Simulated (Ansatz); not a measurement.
# SrCaH2Br2 (built on the sites of a database entry of CaHBr): the cell at rest

Task: relax SrCaH2Br2 (built on the sites of a database entry of CaHBr) tightly.

Method: DFT PBEsol, scalar-relativistic, plane waves, PAW, in Ansatz 0.2.0.

The structure was built from a prototype and need not be the compound's stable phase.

## 1. The structure

It takes space group P4mm (No. 99, tetragonal). The conventional cell has a = 3.992 Å, b = 3.992 Å, c = 8.185 Å, α = 90.00°, β = 90.00°, γ = 90.00°. Nearest to Sr lie 4 H at 2.30 Å and 5 Br at 3.22 to 3.85 Å and 4 Ca at 3.64 Å. Nearest to Ca lie 4 H at 2.30 Å and 5 Br at 3.22 to 3.85 Å and 4 Sr at 3.64 Å. H has 2 Ca at 2.30 Å and 2 Sr at 2.30 Å nearest. Nearest to Br lie 4 Ca at 3.22 Å and 4 H at 3.36 Å and 1 Sr at 3.85 Å. Nearest to Br lie 4 Sr at 3.22 Å and 4 H at 3.36 Å and 1 Ca at 3.85 Å. Farther neighbours and most contacts between anions are not listed.

## 2. Probe on a coarse mesh

A quick single point on a coarse mesh tells whether the cell has a gap and how far it is from rest, which sets the k mesh and smearing that follow.

The input, input.yaml:

```yaml
crystal:
  lattice:
    - [3.99158, 0.0, 0.0]
    - [0.0, 3.99158, 0.0]
    - [0.0, 0.0, 8.18491]
  atoms:
    - { symbol: Sr, position: [0.0, 0.5, 0.14] }
    - { symbol: Ca, position: [0.5, 0.0, 0.86] }
    - { symbol: H, position: [0.0, 0.0, 0.0] }
    - { symbol: H, position: [0.5, 0.5, 0.0] }
    - { symbol: Br, position: [0.0, 0.5, 0.67] }
    - { symbol: Br, position: [0.5, 0.0, 0.33] }
kpoints:
  mp_grid: { grid: [4, 4, 2] }
hamiltonian:
  xc: pbesol
scf:
  occupations: { method: gaussian, width: 0.1 }
output:
  forces: true
  stress: true
  eigenvalues: true
```

On the command line:

```console
$ ansatz run input.yaml --threads 8 --pin off --max-ram 14336MiB --backend cpu --events-out ev --progress --plain --runs-dir out
```

Numbers of over 12 decimals in the logs are rounded to 6 here.

Output:

```text
Engine: ansatz 0.2.0, aarch64-unknown-linux-gnu
Pseudopotentials: kind: paw
Pseudopotential: Sr, paw, valence charge 10, recommended cutoff 420 eV (normal), Sr.paw.azcp
Pseudopotential: Ca, paw, valence charge 10, recommended cutoff 420 eV (normal), Ca.paw.azcp
Pseudopotential: H, paw, valence charge 1, recommended cutoff 420 eV (normal), H.paw.azcp
[...]
k-point 0: bands = [... 14 lower, 2.9531, 2.9531, 3.2949, 3.2949, 7.9808, 8.1180, 8.8017, 8.8017, ... 1 higher]
  k-point 1: bands = [... 14 lower, 2.9280, 3.3244, 3.3244, 3.8684, 7.6952, 8.0418, 8.7956, 8.7956, ... 1 higher]
  k-point 2: bands = [... 14 lower, 3.0258, 3.0829, 3.2589, 3.4823, 7.9574, 8.3716, 8.5225, 8.6442, ... 1 higher]
  k-point 11: bands = [... 14 lower, 2.3491, 2.4740, 2.5948, 2.5948, 7.8227, 8.2347, 9.4220, 10.0178, ... 1 higher]
[key lines of the parts left out:]
SCF converged after 7 iterations
Free energy (F): -10798.100981 eV
Fermi energy:    5.570564 eV
P = ⅓ Tr σ = -0.7874 GPa (-7.874 kbar)
```

Wall time 0.63 s (8 threads of Arm Neoverse V2, shared host); peak memory 0.41 GiB.

A gap read on the k-mesh alone can miss the band edges.

This step gave:

| Property | Result |
| --- | --- |
| pressure | -0.7874 GPa |
| gap on the k-mesh | 3.404 eV |
| volume per atom | 21.73 Å³ |
| direct gap on mesh | 3.827 eV |

The coarse mesh shows a gap of 3.40 eV and a pressure of -0.8 GPa.

## 3. Rough relaxation

The start is far from rest, so a relaxation with loose tolerances brings it close first.

input.yaml, as its differences from that of step 2:

```diff
@@ -13,3 +13,3 @@
 kpoints:
-  mp_grid: { grid: [4, 4, 2] }
+  mp_grid: { grid: [6, 6, 4] }
 hamiltonian:
@@ -22 +22,6 @@
   eigenvalues: true
+relax:
+  adjacent_minimum: "off"
+  f_tol: 0.05
+  max_steps: 80
+  cell: { stress_tol: 0.5 }
```

Output:

```text
[...]
Crystal: 6 atoms, lattice volume = 130.408 Å³
Basis set: ecut = 420 eV, 2563 PW (Γ), exchange–correlation on 54×54×120 points (8 copies of the dense FFT grid, shifted against one another)
Bands: 24, of which v1, the nominal top of the filled ones, is band 18 counted from 1 (17 counted from 0)
Symmetry: 8 space group operations
[...]
cell:  # Å, volume = 117.3124 Å³
    - [4.024316, 0, 0]
    - [0, 4.024316, 0.0]
    - [0, 0.0, 7.243686]
  atoms:
    - { symbol: Sr, position: [0, 0.5, 0.182503] }
    - { symbol: Ca, position: [0.5, 0, 0.821312] }
    - { symbol: H, position: [0, 0, -0.00854454] }
    - { symbol: H, position: [0.5, 0.5, -0.00854454] }
    - { symbol: Br, position: [0, 0.5, 0.661753] }
    - { symbol: Br, position: [0.5, 0, 0.351522] }
[key lines of the parts left out:]
SCF converged after 4 iterations
Free energy (F): -10798.499877 eV
Fermi energy:    7.007796 eV
P = ⅓ Tr σ = -0.0093 GPa (-0.093 kbar)
```

It took 14 s on 8 threads; peak memory 0.51 GiB.

The steps of the relaxation:

```csv
step,energy less that of the first step (eV),largest force component (eV/Å),pressure (GPa),volume (Å³)
1,0.0000,1.5994,-0.81,130.41
2,-0.3239,0.1945,-1.18,130.02
3,-0.3585,0.0768,-0.40,124.80
4,-0.3719,0.0449,0.22,120.60
5,-0.3807,0.0195,0.45,118.51
6,-0.3904,0.0652,0.50,116.40
7,-0.3944,0.0578,-0.09,117.74
8,-0.3813,0.2450,0.29,115.57
9,-0.3954,0.0038,0.00,117.31
10*,-0.3936,0.0041,-0.01,117.31
```

Relaxation steps marked * repeat the geometry before them on a plane-wave basis chosen anew for their cell, so energy and pressure can jump there. Relaxation step 8 was tried and not accepted.

Forces are held to the 8 operations that the run works with; a distortion that breaks them can't arise in this run.

```csv
"conventional cell, symmetrised",before,after,change
a (Å),3.992,4.024,+0.8 %
b (Å),3.992,4.024,+0.8 %
c (Å),8.185,7.244,-11.5 %
volume (Å³/atom),21.73,19.55,-10.0 %
```

The atoms that moved most (Å, as changes of fractional coordinates times the final cell):

```csv
atom,dx,dy,dz,length
Sr1,0.000,0.000,0.308,0.308
Ca2,0.000,0.000,-0.280,0.280
Br6,0.000,0.000,0.156,0.156
H3,0.000,0.000,-0.062,0.062
H4,0.000,0.000,-0.062,0.062
Br5,0.000,0.000,-0.060,0.060
```

Numbers from this step:

- pressure: -0.009329 GPa
- gap on the k-mesh: 3.476 eV
- volume per atom: 19.55 Å³
- direct gap on mesh: 3.476 eV

In this step the volume went from 21.73 to 19.55 Å³/atom.

## 4. Bringing the structure to rest

The cell and atoms are relaxed, since residual forces and stress would shift the frequencies.

The input, input.yaml:

```yaml
crystal:
  lattice:
    - [4.0243162163, 0.0, 0.0]
    - [0.0, 4.0243162163, 0.0]
    - [0.0, 0.0, 7.2436860437]
  atoms:
    - { symbol: Sr, position: [0.0, 0.5, 0.1825025616] }
    - { symbol: Ca, position: [0.5, 0.0, 0.821311788] }
    - { symbol: H, position: [0.0, 0.0, -0.0085445446] }
    - { symbol: H, position: [0.5, 0.5, -0.0085445446] }
    - { symbol: Br, position: [0.0, 0.5, 0.661753113] }
    - { symbol: Br, position: [0.5, 0.0, 0.3515216266] }
kpoints:
  mp_grid: { grid: [6, 6, 4] }
hamiltonian:
  xc: pbesol
scf:
  occupations: { method: gaussian, width: 0.02 }
output:
  forces: true
  stress: true
  eigenvalues: true
  write_density: true
  write_potential: true
  elf: true
  volumetric_format: npy
relax:
  adjacent_minimum: "off"
  f_tol: 0.005
  max_steps: 80
  cell: { stress_tol: 0.05 }
```

Output:

```text
[...]
Crystal: 6 atoms, lattice volume = 117.312 Å³
Basis set: ecut = 420 eV, 2313 PW (Γ), exchange–correlation on 54×54×100 points (8 copies of the dense FFT grid, shifted against one another)
Bands: 24, of which v1, the nominal top of the filled ones, is band 18 counted from 1 (17 counted from 0)
Symmetry: 8 space group operations
[...]
k-points: 30 of 144 (time reversal used)
[...]
SCF iter   1: F=—  HF=-10798.504616 eV  |F-HF|=—  |Δ(HF+E_count)|=         —  Δρ=5.10e-3  dr2=2.75e-2  ethr=1.77e-3  ⟨swp⟩=9.9  Hψ=4747  notcnv=0
[...]
SCF iter   6: F=-10798.499877 eV  HF=-10798.499877 eV  |F-HF|=1.66e-8  |Δ(HF+E_count)|=   7.76e-7  Δρ=6.89e-6  dr2=8.32e-8  ethr=2.78e-10  ⟨swp⟩=16.9  Hψ=6481  notcnv=0
SCF 1 converged in 6 iterations: F = -10798.499877 eV  dr2 = 8.32e-8
[...]
relax step   1: F+E_penalty+E_count = -10798.49987723 eV  Δ(F+E_penalty+E_count) = +0.000e0 eV  max|allowed force component| = 3.960e-3 eV/Å  Δτ_max = 0.0000 Å  P = -0.010 GPa  Ω = 117.312 Å³  (6 SCF iters, dr2 threshold 1.00e-7 eV, accepted)
[...]
SCF iter   5: F=-10798.499877 eV  HF=-10798.499877 eV  |F-HF|=2.00e-11  |Δ(HF+E_count)|=  4.17e-10  Δρ=1.46e-7  dr2=3.11e-11  ethr=1.00e-12  ⟨swp⟩=8.8  Hψ=4084  notcnv=0
SCF 2 converged in 5 iterations: F = -10798.499877 eV  dr2 = 3.11e-11
relax step   2: F+E_penalty+E_count = -10798.49987727 eV  Δ(F+E_penalty+E_count) = -3.765e-8 eV  max|allowed force component| = 4.104e-3 eV/Å  Δτ_max = 0.0000 Å  P = -0.009 GPa  Ω = 117.312 Å³  stress off target by 2.85e-2 GPa  SCF on the basis re-selected at this cell (its energy is not comparable with the rows above)  (5 SCF iters)
basis re-selected at this cell: Δ(F+E_penalty+E_count) = -3.765e-8 eV, ΔP = +0.000 GPa vs the last step (what re-selecting the basis moved, of the pressure what is left beyond the Pulay correction that the steps carried, after the strain that the cell walked since its last selection, with what the two solves' SCF thresholds leave and, on support functions, any second-order correction that the steps lacked; it is no m [...]
SCF converged after 5 iterations
Free energy (F): -10798.499877 eV
[...]
Internal energy: -10798.499877 eV  (E = F + TS)
E sigma→0 (E₀):  -10798.499877 eV
Fermi energy:    7.007795 eV
[...]
--- Forces (eV/Å), atoms counted from 1 ---
  atom   1  Sr    -0.00000000     0.00000000     0.00410388
  atom   2  Ca     0.00000000     0.00000000    -0.00002545
  atom   3  H     -0.00000000     0.00000000    -0.00160705
  atom   4  H      0.00000000     0.00000000    -0.00160705
  atom   5  Br     0.00000000     0.00000000    -0.00257626
  atom   6  Br    -0.00000000     0.00000000     0.00171139
  max |Σ_I F_I| component: 5.52e-7 eV/Å
--- Stress (GPa, compression-positive) ---
        0.000254       0.000000       0.000000
        0.000000       0.000254       0.000000
        0.000000       0.000000      -0.028526
  P = ⅓ Tr σ = -0.0093 GPa (-0.093 kbar)
--- Band table (eV; the first three rows and the last of 30) ---
  k-point 0: bands = [... 14 lower, 3.9987, 4.1696, 4.1696, 4.7421, 9.1101, 9.6082, 10.2896, 10.2896, ... 2 higher]
  k-point 1: bands = [... 14 lower, 4.1831, 4.1831, 4.7521, 4.7828, 8.9057, 9.6378, 10.3011, 10.3011, ... 2 higher]
  k-point 2: bands = [... 14 lower, 4.1962, 4.1962, 4.7622, 5.2698, 8.7458, 9.3943, 10.3136, 10.3136, ... 2 higher]
  k-point 29: bands = [... 14 lower, 3.1944, 3.1944, 4.3624, 4.3624, 10.0178, 10.4884, 11.1489, 11.8358, ... 2 higher]
--- Relaxed structure (1 steps of the walk, 1 accepted, 1 SCFs on fresh bases) ---
[...]
cell:  # Å, volume = 117.3124 Å³
    - [4.0243162163, 0.0, 0.0]
    - [0.0, 4.0243162163, 0.0]
    - [0.0, 0.0, 7.2436860437]
  atoms:
    - { symbol: Sr, position: [0.0, 0.5, 0.182503] }
    - { symbol: Ca, position: [0.5, 0.0, 0.821311788] }
    - { symbol: H, position: [0.0, 0.0, -0.0085445446] }
    - { symbol: H, position: [0.5, 0.5, -0.0085445446] }
    - { symbol: Br, position: [0.0, 0.5, 0.661753113] }
    - { symbol: Br, position: [0.5, 0.0, 0.3515216266] }
```

Elapsed: 2.7 s, on 8 threads; peak memory 0.48 GiB.

Little changed from the start: no atom moved by 0.005 Å and no cell edge by 0.1 %.

Numbers from this step:

* pressure: -0.009339 GPa

Valence density in the ac plane at fractional y = 0.000, with atoms of Ca and H and Br within 0.2 Å of it. It is the smooth field of the valence electrons, not physical close to the nuclei.

Ten steps, logarithmic in the rise over the least value, from '_' (0.0 e/Å³) to '@' (6.4 e/Å³), each cell a mean:
```
**++--::::::------::::::==++
====--::--==******==::::--==
::::::::++##%%@@%%**--::::::
......::**%%@@@@@@##==::....
____..::**%%@@@@@@##==::____
______::++##%%@@%%**--..____
______..--==****++==::______
________..::----::..________
____________....____________
____________......__________
________....::::::....______
______..::--====----::..____
____..::--==++++++==--::____
____::--++********++==--..__
__..::==++**++==++**++--..__
__..::==++**==::++**++--::..
__..::--++**++++****++--....
____::--==++******++==::..__
____..::--====++====::::..__
........::::----::::........
............................
--::::..____________....::::
++==--::..__________..::--==
**++--::..________....::==++
```
Columns run along a (4.0 Å), rows up along c (7.2 Å). Atoms in or near the plane, at fractional coordinates: Ca at (0.50, 0.82), H at (0.00, 0.99), Br at (0.50, 0.35).

Electrostatic potential energy in the ac plane at fractional y = 0.000, with atoms of Ca and H and Br within 0.2 Å of it. With pseudopotentials it is smooth inside the atoms' cores, unlike the true potential.

Values in eV, 24 rows by 14 columns, each cell a mean:
```
-29  -8   8   8   5   2  -1  -2   0   3   6   8   5 -15
  1   6   7   6   1  -7 -18 -20 -14  -5   3   6   7   4
  9   9   7   3  -8 -25 -45 -50 -38 -21  -2   4   8   9
 10   9   6   1 -15 -38 -60 -63 -54 -31  -7   3   8   9
  9   9   6   1 -15 -37 -60 -63 -54 -31  -7   3   7   9
  9   9   6   3  -8 -24 -42 -47 -36 -19  -2   4   8   9
 10   9   7   5   0  -7 -17 -20 -14  -5   2   6   8   9
 10  10   9   7   5   2  -1  -2   0   3   6   8   9  10
 10  10   9   9   7   6   5   5   5   6   8   9  10  10
 11  11  10  10   9   8   8   8   8   9   9  10  10  11
 11  11  11  10  10   9   8   8   9   9  10  10  11  11
 11  11  11  10   9   7   5   4   5   7   9  10  11  11
 11  11  10   9   5  -1 -12 -16  -8   1   7   9  10  11
 11  10   9   7  -4 -29 -53 -57 -46 -21   3   8  10  10
 10  10   9   5 -16 -50 -63 -63 -62 -42  -4   6   9  10
 10   9   8   5 -20 -55 -63 -63 -63 -47  -6   6   9  10
  9   9   8   6 -11 -41 -61 -62 -57 -33  -1   6   9   9
  9   9   9   7   2 -12 -33 -38 -26  -8   5   8   9   9
  9   9   9   9   7   4  -1  -3   1   5   8   9   9   9
  9   9   9   9   9   8   8   7   8   9   9   9   9   9
  9   9  10  10  10  10  10  10  10  10  10  10  10   9
  9   9  10  10  10  10  10   9  10  10  10  10  10   9
 -5   4   9  10   9   9   8   8   8   9  10  10   8   1
-37 -12   8   9   8   7   6   5   6   7   9   9   4 -20
```
Columns run along a (4.0 Å; values clipped at the 3rd and 97th percentile), rows up along c (7.2 Å). Atoms in or near the plane, at fractional coordinates: Ca at (0.50, 0.82), H at (0.00, 0.99), Br at (0.50, 0.35).

ELF in the ac plane at fractional y = 0.000, with atoms of Ca and H and Br within 0.2 Å of it. It is the smooth field of the valence electrons, not physical close to the nuclei.

Ten even steps from '_' (0.08 × 1e-1) to '@' (9.99 × 1e-1), each cell a mean:
```
@@@@@@++__..::--::__..**@@@@
@@@@##::..++####**==..--@@@@
%%##::..++%%%%%%%%##--..==%%
==::__..**%%%%##%%%%==__..--
______..##%%%%##%%%%++______
________++%%%%%%%%##--______
________::++######++..______
__________..::--::..________
____________________________
__________..........________
________::==****++==..______
______::**##%%%%%%##++::____
____::++##%%%%%%%%%%##==..__
__..==##%%%%++==**%%%%**--__
__..**%%%%**____::##%%##==..
__::**%%%%++____..**%%##==..
__..**%%%%##::..==##%%##==..
__..==##%%%%####%%%%%%**::__
____::==####%%%%%%##**--..__
..____..--++******++::..____
++==::......::--::......--==
@@@@**--____________..==##@@
@@@@@@##..__________--%%@@@@
@@@@@@##..__________--%%@@@@
```
Columns run along a (4.0 Å), rows up along c (7.2 Å). Atoms in or near the plane, at fractional coordinates: Ca at (0.50, 0.82), H at (0.00, 0.99), Br at (0.50, 0.35).

In this step the volume went from 19.55 to 19.55 Å³/atom.

## 5. Relaxing to small forces for the phonons

Phonons need a cell at rest on their own settings, so the relaxation is repeated with tight tolerances on forces and stress, using the mesh and the filling of the phonon run that follows.

input.yaml, the sections that differ from step 4:

```yaml
scf:
  occupations: { method: fixed }
output:
  forces: true
  stress: true
  eigenvalues: true
relax:
  adjacent_minimum: "off"
  f_tol: 0.001
  max_steps: 60
  cell: { stress_tol: 0.01 }
# crystal, kpoints, hamiltonian: as in step 4
```

Output:

```text
[...]
Crystal: 6 atoms, lattice volume = 117.312 Å³
Basis set: ecut = 420 eV, 2313 PW (Γ), exchange–correlation on 54×54×100 points (8 copies of the dense FFT grid, shifted against one another)
Bands: 24, of which v1, the nominal top of the filled ones, is band 18 counted from 1 (17 counted from 0)
Symmetry: 8 space group operations
[...]
k-points: 30 of 144 (time reversal used)
[...]
cell:  # Å, volume = 117.1915 Å³
    - [4.026817, 0, 0]
    - [0, 4.026817, 0.0]
    - [0, 0.0, 7.227237]
  atoms:
    - { symbol: Sr, position: [0, 0.500000, 0.182857] }
    - { symbol: Ca, position: [0.500000, 0, 0.821060] }
    - { symbol: H, position: [0, 0.0, -0.008581] }
    - { symbol: H, position: [0.500000, 0.500000, -0.008581] }
    - { symbol: Br, position: [0, 0.500000, 0.661413] }
    - { symbol: Br, position: [0.500000, 0, 0.351831] }
[key lines of the parts left out:]
SCF converged after 4 iterations
Free energy (F): -10798.499916 eV
Fermi energy:    5.284209 eV
P = ⅓ Tr σ = -0.0005 GPa (-0.005 kbar)
```

Wall time 7.9 s (8 threads); peak memory 0.49 GiB.

Step by step:

```csv
step,energy less that of the first step (eV),largest force component (eV/Å),pressure (GPa),volume (Å³)
1,0.0000,0.0041,-0.01,117.31
2,0.0000,0.0025,-0.01,117.28
3,0.0000,0.0025,0.00,117.25
4,-0.0001,0.0035,0.01,117.17
5,-0.0001,0.0013,0.00,117.19
6,-0.0001,0.0001,0.00,117.19
7*,0.0000,0.0001,0.00,117.19
```

Relaxation steps marked * repeat the geometry before them on a plane-wave basis chosen anew for their cell, so energy and pressure can jump there.

Forces are held to the 8 operations that the run works with; a distortion that breaks them can't arise in this run.

```csv
"conventional cell, symmetrised",before,after,change
a (Å),4.024,4.027,+0.1 %
b (Å),4.024,4.027,+0.1 %
c (Å),7.244,7.227,-0.2 %
volume (Å³/atom),19.55,19.53,-0.1 %
```

The relaxed structure:

```cif
data_structure
_symmetry_space_group_name_H-M 'P 1'
_symmetry_Int_Tables_number 1
_cell_length_a 4.0268
_cell_length_b 4.0268
_cell_length_c 7.2272
_cell_angle_alpha 90.000
_cell_angle_beta 90.000
_cell_angle_gamma 90.000
_cell_volume 117.19
loop_
_atom_site_label
_atom_site_type_symbol
_atom_site_fract_x
_atom_site_fract_y
_atom_site_fract_z
_atom_site_occupancy
Sr1 Sr 0.00000 0.50000 0.18286 1
Ca2 Ca 0.50000 0.00000 0.82106 1
H3 H 0.00000 0.00000 0.99142 1
H4 H 0.50000 0.50000 0.99142 1
Br5 Br 0.00000 0.50000 0.66141 1
Br6 Br 0.50000 0.00000 0.35183 1
```

This step gave:

```yaml
pressure: -4.81e-4 GPa
gap_on_the_k_mesh: 3.471 eV
volume_per_atom: 19.53 Å³
direct_gap_on_mesh: 3.471 eV
```

The largest force component left is 0.14 meV/Å and the pressure is 0.000 GPa, within the tolerances set. The cell now holds 19.53 Å³/atom.

## 6. Outcome

- space group after relaxation (within 0.01 Å): P4mm
- lattice constant a: 4.027 Å
- lattice constant b: 4.027 Å
- lattice constant c: 7.227 Å
- volume per atom: 19.5 Å³
- gap on the k-mesh: 3.47 eV

In words: The largest force component left is 0.14 meV/Å and the pressure is 0.000 GPa, within the tolerances set. The cell now holds 19.53 Å³/atom. The relaxation keeps the symmetry of its start, so it says nothing on stability against lower symmetry. The starting cell was built on a prototype and not taken from a measurement, so the phase need not exist.

[Logs are printed without paths, hosts, clocks, repeated set-up lines and the standing remarks that a program may print on its own settings, such as how far it seeks lower states.]

[Hosts, paths, dates, database ids (printed as entryN), source tags and the programs' standing remarks are cut or masked in the printed files.]
